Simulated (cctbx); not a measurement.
# Which space group?

Cell: a = 7.7030 Å, b = 5.0090 Å, c = 9.5440 Å, α = 90.00°, β = 90.00°, γ = 90.00°. Expected content of the cell: Cd4 Ca8.

Simulated single-crystal data (cctbx): Mo Kα, λ = 0.71073 Å, to d = 0.7 Å, 95 % of the full sphere, strongest reflection 5000 counts, noise from counting, a 1.5 % proportional error and a noise floor of 15 counts (s.d.); no absorption.

Tests on the unmerged data give:

```text
4267 reflections to d = 0.700 A
centring   violations  <I/sigma> of those
    A        392 of  2137      2.2
    B        966 of  2140      6.8
    C        976 of  2135      6.8
    I        898 of  2128      6.4
    R       1282 of  2866      6.7
    F       1167 of  3206      5.2
Laue class    unique    Rint  (classes that these axes allow; Friedel mates merged)
P -1             2236   0.059
P 1 2/m 1        1242   0.070
P 1 1 2/m        1189   0.070
P 2/m 1 1        1203   0.070
P m m m           696   0.076
space group    extra absences  I>4sigma  <I/sigma>
P 2 2 2                 0          0         -  acentric
P 2 2 21               13          0       0.2  acentric
P 21 2 2               11          0       0.3  acentric
P 2 21 2                8          0       0.7  acentric
P 21 21 2              19          0       0.4  acentric
P 2 21 21              21          0       0.3  acentric
P 21 2 21              24          0       0.2  acentric
P 21 21 21             32          0       0.3  acentric
P m m 2                 0          0         -  acentric
P 2 m m                 0          0         -  acentric
P m 2 m                 0          0         -  acentric
P 21 m a              117          0      -0.0  acentric
P m 2 a               117          0      -0.0  acentric
P n m 21              152          0       0.0  acentric
P n 21 m              152          0       0.0  acentric
P n 21 a              269          0      -0.0  acentric
P m m m                 0          0         -  centric
P m m a               117          0      -0.0  centric
P n m m :1            152          0       0.0  centric
P n m m :2            152          0       0.0  centric
P n m a               269          0      -0.0  centric
Wilson B = 0.20 A^2   <|E^2-1|> = 0.917 (0.968 centric, 0.736 acentric)   E^2>4: 1.6 %
shell (A)         n   <I/sigma>
 9.54 - 1.40    107     22.2
 1.40 - 1.11     90     17.0
 1.11 - 0.97     85     15.8
 0.97 - 0.88     86     16.5
 0.88 - 0.82     81     12.2
 0.82 - 0.77     80     12.3
 0.77 - 0.73     86     11.6
 0.73 - 0.70     81     12.4
```

**Question.** What are the lattice type, the Laue class and the likely space group?

Every centring test has many violations, so the lattice is primitive.

Rint stays low (0.059 to 0.076) up to P m m m, the highest class in these axes.

21 settings pass the absence test. The most absences obeyed, 269, belong to P n 21 a and P n m a, which absences can't tell apart.

⟨|E²−1|⟩ = 0.917 leans to a centrosymmetric structure. The Wilson B of 0.20 Å² means U ≈ 0.0025 Å².

The true group is Pnma (no. 62), Laue class mmm, centrosymmetric. The tables only narrow the choice to the tied entries; cell content, site symmetry and trial solutions must settle it.

The model was made for the exercise: a known structure type with other elements put in, its volume estimated, not relaxed; displacement parameters are assumed.

[Logs are printed without paths, hosts, clocks, repeated set-up lines and the standing remarks that a program may print on its own settings, such as how far it seeks lower states.]
